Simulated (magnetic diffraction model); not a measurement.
# Moment size from magnetic intensity in Cd₆CoAgO₈

Space group P4/mmm (no. 123), a = 4.6720 Å, c = 9.8010 Å.

| site | atom | x | y | z |
| --- | --- | --- | --- | --- |
| 4i | Cd | 1/2 | 0 | 0.7487 |
| 1d | Cd | 1/2 | 1/2 | 1/2 |
| 1c | Cd | 1/2 | 1/2 | 0 |
| 1a | Ag | 0 | 0 | 0 |
| 1b | Co | 0 | 0 | 1/2 |
| 2e | O | 1/2 | 0 | 1/2 |
| 2f | O | 1/2 | 0 | 0 |
| 2h | O | 1/2 | 1/2 | 0.7471 |
| 2g | O | 0 | 0 | 0.7357 |

The compound is invented for this exercise: a known structure type with other elements, its cell scaled to their sizes and not relaxed.

Only Co is taken to order (form factors of Co3+); orders and moment sizes are assumed, and not adapted to the symmetry. Radiation: neutrons of λ = 2.36 Å (absorption by Cd left out), 3° to 80°; isotropic B of 0.58 Å² (Cd), 0.64 Å² (Ag), 0.74 Å² (Co) and 0.88 Å² (O). The intensities are simulated: I ∝ L Σ (|F_N|² + |F_M⊥|²) for unpolarised neutrons, with F_M = 2.695 fm/μB × Σ f(s) S exp(2πi Q·r) exp(−B s²) at Q = H ± k (one set where k and −k are equivalent), only the part normal to Q counting and L = 1/(sin²θ cos θ). For collinear order S is the moment m, which repeats by lattice and centring translations R with the sign exp(−2πi k·R). Form factors are spin-only for 3d ions and dipole or tabulated for f ions, scattering lengths are Sears's of 1992, and absorption is left out. A label names one of the reflections at its angle. The strongest nuclear line in the range is 100, and lines under 0.2 are left out.

In a first state the assumed order is k = (0 0 0), collinear moments along [001], 3.2 μB on Co, with this pattern:

```csv
2θ (°),index,nuclear,magnetic
13.83,(0 0 1),0.5,0.0
29.26,(1 0 0),0.1,3.3
32.50,(1 0 1),0.6,4.3
40.85,(1 0 2),0.1,1.6
41.85,(1 1 0),0.1,1.4
42.35,(0 0 3),0.8,0.0
44.29,(1 1 1),0.3,2.2
51.03,(1 1 2),2.6,1.2
52.30,(1 0 3),1.3,0.5
57.58,(0 0 4),53.5,0.0
60.68,(2 0 0),100.0,0.5
61.06,(1 1 3),1.2,0.5
62.57,(2 0 1),0.1,0.9
65.89,(1 0 4),0.1,0.2
68.06,(2 0 2),0.0,0.6
68.77,(2 1 0),0.0,0.8
```
(The table stops after 16 lines; 4 more lie at higher angle.)

**Question.** Nearer the ordering temperature the line at 32.50° has total intensity 2.7 on the same scale, and all moments have shrunk alike. How large is the Co moment?

The nuclear part, 0.6, stays, so the magnetic part is 2.1 against 4.3. It goes as m², so m = 3.2 × √(2.1/4.3) = 2.24 μB; the value used was 2.24 μB.

[Logs are printed without paths, hosts, clocks, repeated set-up lines and the standing remarks that a program may print on its own settings, such as how far it seeks lower states.]
